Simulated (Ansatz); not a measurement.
# A hypothetical structure for CaCr2Ni2, part 2 of 2

This structure for CaCr2Ni2 is made up. Its elements were placed in a known structure type with a cell scaled to their sizes. What cell does the guess relax to, and how far off was it?

Ansatz 0.2.0; DFT, PBE, plane-wave PAW, default files, scalar-relativistic, ferromagnetic start, cell and ions relaxed at zero pressure (the session's first sound run).

So far: The structure; Relaxing cell and atoms. The relaxed cell has a = 3.969, c = 10.384 Å (conventional setting).

In doubt: warnings of the run leave room for a lower electronic state, so energies may not be the lowest and differences between runs may mislead.

## (3) Bands of the relaxed cell

A second self-consistent run takes a narrower smearing and the mesh shown in its input; the bands follow along the standard path of the relaxed lattice.

This step: DFT, PBE, plane-wave PAW, default files, scalar-relativistic, ferromagnetic start, bands and density of states at the relaxed cell (Ansatz 0.2.0).

Contents of input.yaml:

```yaml
crystal:
  lattice:
    - [-1.9842723522, 1.9842723522, 5.191764808]
    - [1.9842723522, -1.9842723522, 5.191764808]
    - [1.9842723522, 1.9842723522, -5.191764808]
  atoms:
    - { symbol: Ni, position: [0.6161060471, 0.6161060471, 0.0], spin: 0.3 }
    - { symbol: Ni, position: [0.3838939529, 0.3838939529, 0.0], spin: 0.3 }
    - { symbol: Cr, position: [0.75, 0.25, 0.5], spin: 2.3 }
    - { symbol: Cr, position: [0.25, 0.75, 0.5], spin: 2.3 }
    - { symbol: Ca, position: [0.0, 0.0, 0.0] }
magnetization:
  spin_polarized: true
kpoints:
  mp_grid: { grid: [12, 12, 12] }
  band_path:
    path:
      - [[0.0, 0.0, 0.0], [-0.5, 0.5, 0.0], [-0.5, 0.5, -0.07303694], [-0.28651847, 0.28651847, -0.28651847], [0.0, 0.0, 0.0], [0.5, 0.5, -0.5], [0.28651847, 0.71348153, -0.71348153], [0.0, 0.5, -0.5], [-0.25, 0.75, -0.25], [0.07303694, 0.92696306, -0.5], [0.5, 0.5, -0.5]]
      - [[-0.5, 0.5, 0.0], [-0.25, 0.75, -0.25]]
    npoints: 7
scf:
  occupations: { method: fermi_dirac, width: 0.03 }
  n_extra_bands: 12
hamiltonian:
  xc: pbe
  pseudopotentials: { kind: paw }
output:
  forces: true
  stress: true
  write_bands: true
  dos: { projected: true }
  write_density: true
  write_potential: true
  elf: true
  volumetric_format: npy
```

The run is started by

```sh
$ ansatz run input.yaml --threads 4 --pin off --max-ram 8192MiB --backend cpu --events-out ev --progress --plain --runs-dir out
```

Numbers of over 12 decimals in the logs are rounded to 6 here.

The program printed:

```text
[...]
Crystal: 5 atoms, lattice volume = 81.767 Å³
Basis set: ecut = 420 eV, 1597 PW (Γ), exchange–correlation on 80×80×80 points (8 copies of the dense FFT grid, shifted against one another)
Bands: 49, of which v1, the nominal top of the filled ones, is band 37 counted from 1 (36 counted from 0)
Symmetry: 16 space group operations
[...]
k-points: 163 of 1728
[...]
Starting moments: Σ|m| = 5.2 μB on 4 of 5 sites
[...]
SCF iter   1: F=—  HF=-20253.520062 eV  |F-HF|=—  |Δ(HF+E_count)|=         —  Δρ=1.51e-1 (↑1.51e-1 ↓6.55e-2)  dr2=3.80e1  dr2_m=2.49e0  M=2.588 μB ∫|m|=2.707 μB  β_m=0.30  ethr=3.10e-3  ⟨swp⟩=7.5  Hψ=66421  notcnv=0  defer=1
[...]
SCF iter  15: F=-20250.211294 eV  HF=-20250.211294 eV  |F-HF|=3.27e-11  |Δ(HF+E_count)|=   4.30e-9  Δρ=3.20e-7 (↑2.85e-7 ↓3.20e-7)  dr2=2.85e-10  dr2_m=4.92e-12  M=5.972 μB ∫|m|=6.089 μB  ethr=4.19e-11  ⟨swp⟩=11.5  Hψ=98402  notcnv=0
SCF 1 converged in 15 iterations: F = -20250.211294 eV  dr2 = 2.85e-10
[...]
NSCF: frozen V_eff on 79 k-points
SCF converged after 15 iterations
Magnetization: 5.9721 μB (39.9861 up, 34.0139 down)
Absolute magnetization: 6.0910 μB (∫|ρ↑−ρ↓|, with the PAW one-centre terms)
[...]
Per-site moments (μB) at R_I (Å): [(0.347499, 0.994612), (0.347499, 0.994612), (2.271698, 0.999430), (2.271698, 0.999430), (0.029414, 1.259856)]
Free energy (F): -20250.211294 eV
[...]
Internal energy: -20250.190696 eV  (E = F + TS)
E sigma→0 (E₀):  -20250.200995 eV
Entropy (-TS):   -0.020599 eV (-4.120 meV/atom)
Fermi energy:    12.691710 eV
[...]
--- Forces (eV/Å), atoms counted from 1 ---
  atom   1  Ni     0.00000000     0.00000000    -0.02148133
  atom   2  Ni    -0.00000000    -0.00000000     0.02148133
  atom   3  Cr     0.00000000     0.00000000     0.00000000
  atom   4  Cr     0.00000000     0.00000000     0.00000000
  atom   5  Ca    -0.00000000     0.00000000     0.00000000
  max |Σ_I F_I| component: 6.94e-18 eV/Å
--- Stress (GPa, compression-positive) ---
        0.078151      -0.000000       0.000000
       -0.000000       0.078151      -0.000000
        0.000000      -0.000000       0.217341
  P = ⅓ Tr σ = 0.1245 GPa (1.245 kbar)
--- Band table (eV; the first three rows and the last of 326) ---
  k-point 0 ↑: bands = [... 33 lower, 11.2952, 11.2952, 11.4920, 12.4716, 12.4716, 12.7430, 13.0643, 13.3561, ... 8 higher]
  k-point 1 ↑: bands = [... 33 lower, 11.1929, 11.2763, 11.5313, 12.3807, 12.4106, 12.7505, 13.0430, 13.1394, ... 8 higher]
  k-point 2 ↑: bands = [... 33 lower, 10.9926, 11.2808, 11.6184, 12.1578, 12.3081, 12.5622, 12.9019, 12.9609, ... 8 higher]
  k-point 162 ↓: bands = [... 33 lower, 13.0454, 13.0454, 13.1727, 14.0572, 14.3444, 14.4877, 14.4877, 14.9620, ... 8 higher]
```

Run time: 43 s. Hardware: 4 threads of Arm Neoverse V2, shared host; peak memory 1.2 GiB.

The column dr2 measures how far the density is from self-consistency, as an energy; F and HF (Harris–Foulkes) agree once it is small.

Numbers from this step:

- free energy: -20250.2113 eV
- energy at zero smearing: -20250.2010 eV
- smearing term TS: 0.02060 eV
- Fermi energy: 12.69 eV
- magnetization: 5.972 μB
- absolute magnetization: 6.091 μB
- site moments: 0.3475, 0.3475, 2.272, 2.272, 0.02941 μB
- pressure: 0.1245 GPa

bands.tsv at the labelled points (eV, zero at the Fermi level; the bands that come nearest the Fermi level along the path):

| point | band_37_up | band_38_up | band_39_up | band_40_up | band_41_up | band_42_up | band_33_dn | band_34_dn |
| --- | --- | --- | --- | --- | --- | --- | --- | --- |
| Γ | -0.22 | 0.05 | 0.37 | 0.66 | 0.80 | 0.96 | 0.03 | 0.03 |
| X | -0.42 | 0.06 | 0.11 | 0.30 | 0.33 | 0.77 | -0.46 | 0.45 |
| Y | -0.27 | -0.10 | -0.04 | 0.02 | 0.19 | 0.29 | -0.28 | 0.30 |
| S | -0.54 | -0.39 | -0.39 | -0.22 | 0.00 | 0.21 | -0.25 | 0.18 |
| Γ | -0.22 | 0.05 | 0.37 | 0.66 | 0.80 | 0.96 | 0.03 | 0.03 |
| Z | -0.33 | -0.18 | 0.01 | 0.47 | 0.66 | 2.34 | 0.35 | 0.35 |
| S1 | -0.54 | -0.39 | -0.39 | -0.22 | 0.00 | 0.21 | -0.25 | 0.18 |
| N | -0.62 | -0.50 | -0.28 | -0.23 | 0.08 | 0.81 | -0.77 | 0.34 |
| P | -0.23 | -0.02 | -0.02 | 0.31 | 0.32 | 0.81 | -1.00 | 0.69 |
| Y1 | -0.27 | -0.10 | -0.04 | 0.02 | 0.19 | 0.29 | -0.28 | 0.30 |
| Z | -0.33 | -0.18 | 0.01 | 0.47 | 0.66 | 2.34 | 0.35 | 0.35 |
| X | -0.42 | 0.06 | 0.11 | 0.30 | 0.33 | 0.77 | -0.46 | 0.45 |
| P | -0.23 | -0.02 | -0.02 | 0.31 | 0.32 | 0.81 | -1.00 | 0.69 |

Spin density in the ac plane of the conventional cell at fractional y = 0.000, with atoms of Ni and Cr and Ca within 0.2 Å of it.

Values in e/Å³, 24 rows by 14 columns, each cell a mean:
```
0.0 0.0 0.0 0.0 0.0 0.0 0.0 0.0 0.0 0.0 0.0 0.0 0.0 0.0
0.0 0.0 0.0 0.0 0.0 0.0 0.0 0.0 0.0 0.0 0.0 0.0 0.0 0.0
0.0 0.0 0.0 0.0 0.0 0.0 0.0 0.0 0.0 0.0 0.0 0.0 0.0 0.0
0.0 0.0 0.0 0.0 0.1 0.1 0.1 0.2 0.1 0.1 0.0 0.0 0.0 0.0
0.0 0.0 0.0 0.0 0.1 0.4 0.8 1.0 0.6 0.2 0.1 0.0 0.0 0.0
0.0 0.0 0.0 0.0 0.2 0.9 2.3 3.1 1.7 0.5 0.1 0.0 0.0 0.0
0.0 0.0 0.0 0.0 0.2 0.7 1.8 2.3 1.3 0.4 0.1 0.0 0.0 0.0
0.1 0.0 0.0 0.0 0.1 0.2 0.4 0.5 0.3 0.1 0.0 0.0 0.0 0.1
0.9 0.3 0.0 0.0 0.0 0.0 0.1 0.1 0.1 0.0 0.0 0.0 0.1 0.6
0.9 0.3 0.0 0.0 0.0 0.0 0.0 0.0 0.0 0.0 0.0 0.0 0.1 0.5
0.1 0.1 0.0 0.0 0.0 0.0 0.0 0.0 0.0 0.0 0.0 0.0 0.0 0.1
0.0 0.0 0.0 0.0 0.0 0.0 0.0 0.0 0.0 0.0 0.0 0.0 0.0 0.0
0.0 0.0 0.0 0.0 0.0 0.0 0.0 0.0 0.0 0.0 0.0 0.0 0.0 0.0
0.3 0.1 0.0 0.0 0.0 0.0 0.0 0.0 0.0 0.0 0.0 0.0 0.0 0.2
1.2 0.4 0.0 0.0 0.0 0.0 0.0 0.0 0.0 0.0 0.0 0.0 0.1 0.7
0.5 0.2 0.0 0.0 0.0 0.1 0.1 0.2 0.1 0.1 0.0 0.0 0.0 0.3
0.0 0.0 0.0 0.0 0.1 0.4 0.8 1.0 0.6 0.2 0.1 0.0 0.0 0.0
0.0 0.0 0.0 0.0 0.2 0.9 2.4 3.1 1.7 0.5 0.1 0.0 0.0 0.0
0.0 0.0 0.0 0.0 0.2 0.7 1.8 2.3 1.3 0.4 0.1 0.0 0.0 0.0
0.0 0.0 0.0 0.0 0.1 0.2 0.4 0.5 0.3 0.2 0.1 0.0 0.0 0.0
0.0 0.0 0.0 0.0 0.0 0.1 0.1 0.1 0.1 0.0 0.0 0.0 0.0 0.0
0.0 0.0 0.0 0.0 0.0 0.0 0.0 0.0 0.0 0.0 0.0 0.0 0.0 0.0
0.0 0.0 0.0 0.0 0.0 0.0 0.0 0.0 0.0 0.0 0.0 0.0 0.0 0.0
0.0 0.0 0.0 0.0 0.0 0.0 0.0 0.0 0.0 0.0 0.0 0.0 0.0 0.0
```
Columns run along a (4.0 Å), rows up along c (10.4 Å), edges of the conventional cell, whose origin can differ from the input's. Atoms in or near the plane, at fractional coordinates: Ni at (0.00, 0.62), Ni at (0.00, 0.38), Cr at (0.50, 0.75), Cr at (0.50, 0.25), Ca at (0.00, 0.00).

Valence density in the ac plane of the conventional cell at fractional y = 0.000, with atoms of Ni and Cr and Ca within 0.2 Å of it. It is the smooth field of the valence electrons, not physical close to the nuclei.

Ten steps, logarithmic in the rise over the least value, from '0' (0 e/Å³) to '9' (46 e/Å³), each cell a mean:
```
54310000000245
32100000000023
00000000000000
00000011100000
00001345420000
00002578641000
10012467631000
43211233211124
97410000001258
97410000000258
43100000000124
11000000000001
21100000000011
75210000000146
98410000000269
76310011101247
22111345421112
00002578641000
00002467631000
00000133210000
00000000000000
10000000000001
43200000000124
55310000000245
```
Columns run along a (4.0 Å), rows up along c (10.4 Å), edges of the conventional cell, whose origin can differ from the input's. Atoms in or near the plane, at fractional coordinates: Ni at (0.00, 0.62), Ni at (0.00, 0.38), Cr at (0.50, 0.75), Cr at (0.50, 0.25), Ca at (0.00, 0.00).

ELF in the ac plane of the conventional cell at fractional y = 0.000, with atoms of Ni and Cr and Ca within 0.2 Å of it. It is the smooth field of the valence electrons, not physical close to the nuclei.

Ten even steps from '0' (0.06) to '9' (0.91), each cell a mean:
```
89840011101699
76410122200257
11001222211001
11111111111111
33211366520133
44312799851134
22212689741222
22222234322222
54222211222234
64212333331135
22112322222112
22233221223222
22222222222222
32112332331123
64212322332135
43222211122223
11222356521221
23312699851233
44202689841134
22211234310122
00011111111100
32101222210013
88620022100478
89850011001798
```
Columns run along a (4.0 Å), rows up along c (10.4 Å), edges of the conventional cell, whose origin can differ from the input's. Atoms in or near the plane, at fractional coordinates: Ni at (0.00, 0.62), Ni at (0.00, 0.38), Cr at (0.50, 0.75), Cr at (0.50, 0.25), Ca at (0.00, 0.00).

## (4) What came out

| Item | Value |
| --- | --- |
| space group, relaxed | I4/mmm |
| conventional cell | a = 3.969, b = 3.969, c = 10.384 Å; α = 90.0°, β = 90.0°, γ = 90.0° |
| volume per atom | 16.35 Å³ (guess 14.84) |
| total moment | 5.91 μB in the cell of 5 atoms |

**Reading.** CaCr2Ni2 relaxes to I4/mmm with a = 3.969, b = 3.969 and c = 10.384 Å. The guessed volume was 9 % too small. The space group I4/mmm was held in the relaxation, so the end point is a stationary structure within it and may be a saddle against distortions or other arrangements. The input starts from parallel moments, and no other start was typed. The electronic state may lie above the lowest one. Bands cross the Fermi level, so it is a metal or semimetal at this level. On the 12×12×12 mesh with the narrower smearing (relaxed on 10×10×10) the largest force component is 0.021 eV/Å and the largest stress component is 0.217 GPa, against the relaxation's thresholds of 0.015 eV/Å and 0.05 GPa. The cutoff wasn't tested. No dispersion term is used, so weakly bound directions may come out too long. The program estimates, without running it, that another magnetic order lies lower than the one relaxed here. Nothing here tests whether the compound is stable against decomposition.

[Logs are printed without paths, hosts, clocks, repeated set-up lines and the standing remarks that a program may print on its own settings, such as how far it seeks lower states.]

[Hosts, paths, dates, database ids (printed as entryN), source tags and the programs' standing remarks are cut or masked in the printed files.]
